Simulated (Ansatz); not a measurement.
# F replacing H on Si(111): surface dipole against coverage (PBE, PAW set soft_1)

Each F that replaces an H shifts the vacuum level above Si(111). What is the shift at the coverage left out?

All values are computed: Ansatz 0.2.0, PBE, plane waves, PAW set soft_1, scalar-relativistic unless marked; slabs or sheets with vacuum, the vacuum level from the planar mean of the electrostatic potential. 2×2 cells, hydrogen on the lower face and on the other top atoms.

```
groups in the cell  upper less lower face (eV)  shift a group (eV)
                 1                       +0.56               +0.56
                 2                           ?                   ?
                 3                       +1.56               +0.52
                 4                       +2.06               +0.52
```

**Fit.** A least-squares line through the shown values, as rounded, is shift a group = 0.57 − 0.0143 × groups; it misses them by 0.01 eV at most. The fit misses the rows by 0.01 eV on average, and their plain mean by 0.02 eV, so the fit does better. A shift a group that shrinks with coverage is depolarisation: each dipole feels the opposing field of its neighbours.

**The withheld row.** The prediction is 0.57 − 0.0143 × (2) = 0.54 eV. The run gave upper less lower face +1.06 eV, shift a group +0.53 eV. The miss in shift a group is -0.01 eV, within the scatter of the fitted rows. The mean of the shown rows would have missed by +0.00 eV.

One arrangement a coverage.

[Logs are printed without paths, hosts, clocks, repeated set-up lines and the standing remarks that a program may print on its own settings, such as how far it seeks lower states.]
